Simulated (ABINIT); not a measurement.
## Quasiparticle gap of AlN (P6_3mc) in ABINIT

Aim: the G0W0 gap of AlN (P6_3mc) on PBE, step by step.

Calculated with ABINIT 10.8.3; PBE and many-body steps on it, plane waves.

The database entry behind the starting cell differs from later determinations by our own check (inner coordinate u about 0.002 short), so it need not match the best structure at ambient conditions.

## (1) Starting point

It takes space group P6_3mc (No. 186, hexagonal). Conventional cell: a = 3.113 Å, b = 3.113 Å, c = 4.981 Å, α = 90.00°, β = 90.00°, γ = 120.00°. Nearest to Al lie 4 N at 1.89 Å. N has 4 Al at 1.89 Å nearest. Farther neighbours and most contacts between anions are not listed.

The cell and positions come from the Crystallography Open Database and are kept as given unless a step says otherwise.

## (2) Ground state

This step: ABINIT 10.8.3; DFT, PBE, plane waves, norm-conserving pseudopotentials.

The ground-state density comes first.

Input file run.abi:

```
acell 3*1.0 Angstrom
rprim 
  3.113000000011 -0.000000000003 0.000000000000
  -1.556500000003 2.695937081992 0.000000000000
  0.000000000000 0.000000000000 4.981000000000
ntypat 2
znucl 13 7
natom 4
typat 1 1 2 2
xred 
  0.333333333333 0.666666666667 0.000000000000
  0.666666666667 0.333333333333 0.500000000000
  0.333333333333 0.666666666667 0.380000000000
  0.666666666667 0.333333333333 0.880000000000
pp_dirpath "pseudos"
pseudos "Al.upf, N.upf"
ecut 36
ngkpt 6 6 4
nshiftk 1
shiftk 0 0 0
kptopt 1
chksymbreak 0
nband 14
occopt 1
tolvrs 1e-10
nstep 60
prtwf 0
optforces 0
optstress 0
indata_prefix "in"
outdata_prefix "out"
tmpdata_prefix "tmp"
```

Launch:

```bash
$ OMP_NUM_THREADS=1 mpirun -n 8 abinit run.abi > log
```

Numbers of over 12 decimals in the logs are rounded to 6 here.

The log of the run:

```text
.Version 10.8.3 of ABINIT. v10.8.2 released Aug 2026.

 Symmetries : space group P6_3 m c (#186); Bravais hP (primitive hexag.)
================================================================================
 Values of the parameters that define the memory need of the present run
     intxc =       0    ionmov =       0      iscf =       7    lmnmax =       6
     lnmax =       6     mgfft =      54  mpssoang =       3    mqgrid =    3001
     natom =       4  nloc_mem =       1    nspden =       1   nspinor =       1
    nsppol =       1      nsym =      12    n1xccc =    2501    ntypat =       2
    occopt =       1   xclevel =       2
-    mband =          14        mffmem =           1         mkmem =           3
       mpw =        2934          nfft =       55296          nkpt =          21
================================================================================
  Rough estimation (10% accuracy) of disk space for files :
================================================================================

--------------------------------------------------------------------------------
------------- Echo of variables that govern the present computation ------------
--------------------------------------------------------------------------------
 -outvars: echo values of preprocessed input variables --------
            acell      1.8897261259E+00  1.8897261259E+00  1.8897261259E+00 Bohr

      chksymbreak           0
             ecut      3.60000000E+01 Hartree
-          fftalg         312

              ixc     -101130
              kpt      0.00000000E+00  0.00000000E+00  0.00000000E+00
                       1.66666667E-01  0.00000000E+00  0.00000000E+00
                       3.33333333E-01  0.00000000E+00  0.00000000E+00
                       5.00000000E-01  0.00000000E+00  0.00000000E+00
                       1.66666667E-01  1.66666667E-01  0.00000000E+00
                       3.33333333E-01  1.66666667E-01  0.00000000E+00
                       3.33333333E-01  3.33333333E-01  0.00000000E+00
                       0.00000000E+00  0.00000000E+00  2.50000000E-01
                       1.66666667E-01  0.00000000E+00  2.50000000E-01
   [... 10 further rows ...]
                       3.33333333E-01  1.66666667E-01  5.00000000E-01
                       3.33333333E-01  3.33333333E-01  5.00000000E-01
         kptrlatt        6    0    0      0    6    0      0    0    4
          kptrlen      3.52963046E+01
P           mkmem           3
            natom           4
            nband          14
            ngfft          32      32      54
             nkpt          21
            nstep          60
             nsym          12
           ntypat           2
              occ      2.000000  2.000000  2.000000  2.000000  2.000000  2.000000
                       2.000000  2.000000  0.000000  0.000000  0.000000  0.000000
                       0.000000  0.000000
        optforces           0
        optstress           0
            prtwf           0
            rprim      3.1130000000E+00 -3.0000000000E-12  0.0000000000E+00
[...]
spgroup         186

           tolvrs      1.00000000E-10

             xred      3.3333333333E-01  6.6666666667E-01  1.1102230246E-16
[...]
znucl       13.00000    7.00000

================================================================================

 chkinp: Checking input parameters for consistency.

================================================================================
== DATASET  1 ==================================================================
-   mpi_nproc: 8, omp_nthreads: 1 (-1 if OMP is not activated)

--- !DatasetInfo
iteration_state: {dtset: 1, }
dimensions: {natom: 4, nkpt: 21, mband: 14, nsppol: 1, nspinor: 1, nspden: 1, mpw: 2934, }
cutoff_energies: {ecut:  36.0, pawecutdg:  -1.0, }
electrons: {nelect:   1.60000000E+01, charge:   0.00000000E+00, occopt:   1.00000000E+00, tsmear:   1.00000000E-02, }

 Real(R)+Recip(G) space primitive vectors, cartesian coordinates (Bohr,Bohr^-1):
 R(1)=  5.8827174  0.0000000  0.0000000  G(1)=  0.1699895  0.0981435  0.0000000
 R(2)= -2.9413587  5.0945827  0.0000000  G(2)=  0.0000000  0.1962869  0.0000000
 R(3)=  0.0000000  0.0000000  9.4127258  G(3)=  0.0000000  0.0000000  0.1062392
 Unit cell volume ucvol=  2.8209931E+02 bohr^3
 Angles (23,13,12)=  9.00000000E+01  9.00000000E+01  1.20000000E+02 degrees

 getcut: wavevector=  0.0000  0.0000  0.0000  ngfft=  32  32  54
         ecut(hartree)=     36.000   => boxcut(ratio)=   2.01398

--- Pseudopotential description ------------------------------------------------
- Al Generated using ONCVPSP code by D. R. Hamann
- 13.00000   3.00000  171031                  znucl, zion, pspdat
12 -101130 2 -1 1876                          pspcod,pspxc,lmax,lloc,mmax
     nproj     2     2     2
  pspatm : epsatm=    4.08140545
         --- l  ekb(1:nproj) -->
[...]
pspatm: atomic psp has been read  and splines computed

- N Generated using ONCVPSP code by D. R. Hamann
-  7.00000   5.00000  171031                  znucl, zion, pspdat
12 -101130 1 -1 1058                          pspcod,pspxc,lmax,lloc,mmax
     nproj     2     2     0
  pspatm : epsatm=    5.20977870
         --- l  ekb(1:nproj) -->
[...]
pspatm: atomic psp has been read  and splines computed

   2.97317893E+02                                ecore*ucvol(ha*bohr**3)
--------------------------------------------------------------------------------

_setup2: Arith. and geom. avg. npw (full set) are    2910.285    2910.260

================================================================================

--- !BeginCycle
iteration_state: {dtset: 1, }
solver: {iscf: 7, nstep: 60, nline: 4, wfoptalg: 0, }
tolerances: {tolvrs: 1.00E-10, }

     iter   Etot(hartree)      deltaE(h)  residm     vres2
 ETOT  1  -25.271539827214    -2.527E+01 6.107E-02 8.448E+02
 ETOT  2  -25.352258701810    -8.072E-02 1.435E-02 6.550E+02
 ETOT  3  -25.587401781115    -2.351E-01 2.152E-02 9.364E-01
 ETOT  4  -25.588085893888    -6.841E-04 8.287E-03 1.660E-02
 ETOT  5  -25.588088186692    -2.293E-06 3.580E-03 1.904E-03
 ETOT  6  -25.588088419180    -2.325E-07 1.893E-03 2.744E-05
 ETOT  7  -25.588088426564    -7.385E-09 1.489E-03 4.553E-06
 ETOT  8  -25.588088428187    -1.623E-09 1.240E-03 2.558E-08
 ETOT  9  -25.588088428195    -7.343E-12 2.108E-03 7.436E-10
 ETOT 10  -25.588088428195    -3.801E-13 1.204E-03 6.679E-11

 At SCF step   10       vres2   =  6.68E-11 < tolvrs=  1.00E-10 =>converged.

--- !ResultsGS
iteration_state: {dtset: 1, }
comment   : Summary of ground state results
lattice_vectors:
- [  5.8827174,  -0.0000000,   0.0000000, ]
- [ -2.9413587,   5.0945827,   0.0000000, ]
- [  0.0000000,   0.0000000,   9.4127258, ]
lattice_lengths: [   5.88272,    5.88272,    9.41273, ]
lattice_angles: [ 90.000,  90.000, 120.000, ] # degrees, (23, 13, 12)
lattice_volume:   2.8209931E+02
convergence: {deltae: -3.801E-13, res2:  6.679E-11, residm:  1.204E-03, diffor:  0.000E+00, }
etotal    :  -2.55880884E+01
entropy   :   0.00000000E+00
fermie    :   1.95302428E-01
cartesian_stress_tensor: null
pressure_GPa: null
xred      :
- [  3.3333E-01,   6.6667E-01,   1.1102E-16, Al]
- [  6.6667E-01,   3.3333E-01,   5.0000E-01, Al]
- [  3.3333E-01,   6.6667E-01,   3.8000E-01,  N]
- [  6.6667E-01,   3.3333E-01,   8.8000E-01,  N]
cartesian_forces: null
force_length_stats: {min: null, max: null, mean: null, }

 Integrated electronic density in atomic spheres:
 ------------------------------------------------
 Atom  Sphere_radius  Integrated_density
[...]
4        2.00000          5.37790308
================================================================================

 ----iterations are completed or convergence reached----

 Mean square residual over all n,k,spin=   65.436E-07; max=  12.038E-04
 reduced coordinates (array xred) for    4 atoms
       0.333333333333      0.666666666667      0.000000000000
       0.666666666667      0.333333333333      0.500000000000
       0.333333333333      0.666666666667      0.380000000000
       0.666666666667      0.333333333333      0.880000000000
 rms dE/dt=  0.0000E+00; max dE/dt=  0.0000E+00; dE/dt below (all hartree)
    1       0.000000000000      0.000000000000      0.000000000000
    2       0.000000000000      0.000000000000      0.000000000000
    3       0.000000000000      0.000000000000      0.000000000000
    4       0.000000000000      0.000000000000      0.000000000000

 cartesian coordinates (angstrom) at end:
    1      1.67e-12     1.797291     0.000000
    2      1.556500     0.898646     2.490500
    3      1.67e-12     1.797291     1.892780
    4      1.556500     0.898646     4.383280
 length scales=  1.889726125908  1.889726125908  1.889726125908 bohr
              =  1.000000000000  1.000000000000  1.000000000000 angstroms
 prteigrs : about to open file out_EIG
 Fermi (or HOMO) energy (hartree) =   0.19530   Average Vxc (hartree)=  -0.39340
 Eigenvalues (hartree) for nkpt=  21  k points:
 kpt#   1, nband= 14, wtk=  0.00694, kpt=  0.0000  0.0000  0.0000 (reduced coord)
  -0.36127   -0.28223   -0.02425    0.16476    0.16476    0.18869    0.18869    0.19530
   0.35040    0.44063    0.58456    0.60656    0.60656    0.67969
 prteigrs : prtvol=0 or 1, do not print more k-points.

--- !EnergyTerms
iteration_state     : {dtset: 1, }
comment             : Components of total free energy in Hartree
kinetic             :  1.63754067525995E+01
hartree             :  5.68913969397581E+00
xc                  : -8.49822455014150E+00
Ewald energy        : -2.17432241271520E+01
psp_core            :  1.05394762412788E+00
local_psp           : -1.71233917846282E+01
non_local_psp       : -1.34174203697657E+00
total_energy        : -2.55880884281950E+01
total_energy_eV     : -6.96287357515931E+02
band_energy         :  5.39239397944705E-02

== END DATASET(S) ==============================================================
================================================================================

 -outvars: echo values of variables after computation  --------
           etotal     -2.5588088428E+01
            nband          14
             nkpt          21
          spgroup         186
 [... the other variables as echoed above ...]

 Calculation completed.
```

Elapsed: 3.9 s, on 8 MPI ranks of Intel Xeon 6975P-C (Granite Rapids), shared host; peak memory 0.61 GiB; 29 s of CPU time.

Numbers from this step:

| Quantity | Value |
| --- | --- |
| total energy | -696.2874 eV |
| gap | 4.220 eV |
| k of the valence top | 0, 0, 0 |
| k of the conduction bottom | 0, 0, 0 |
| least direct gap | 4.220 eV |

The gap is direct, at Γ.

(Continued in part 2 of 3.)

[Paths, hosts, dates, memory and timing lines, banners, echoed tables and standing remarks are left out of the program output.]

[Logs are printed without paths, hosts, clocks, repeated set-up lines and the standing remarks that a program may print on its own settings, such as how far it seeks lower states.]

[Runs of the session that timed out or met a known fault of the program may be left out.]

[Hosts, paths, dates, database ids (printed as entryN), source tags and the programs' standing remarks are cut or masked in the printed files.]

[G0W0 gaps are taken among the corrected bands and points alone; a level outside them can change the order at an edge.]

[Where Ansatz stands beside ABINIT at settings called matched, ABINIT's density can come from a denser mesh and the files from another edition; pairs whose starting gaps differed by over 0.03 eV were left out, so agreement reads better than it is.]
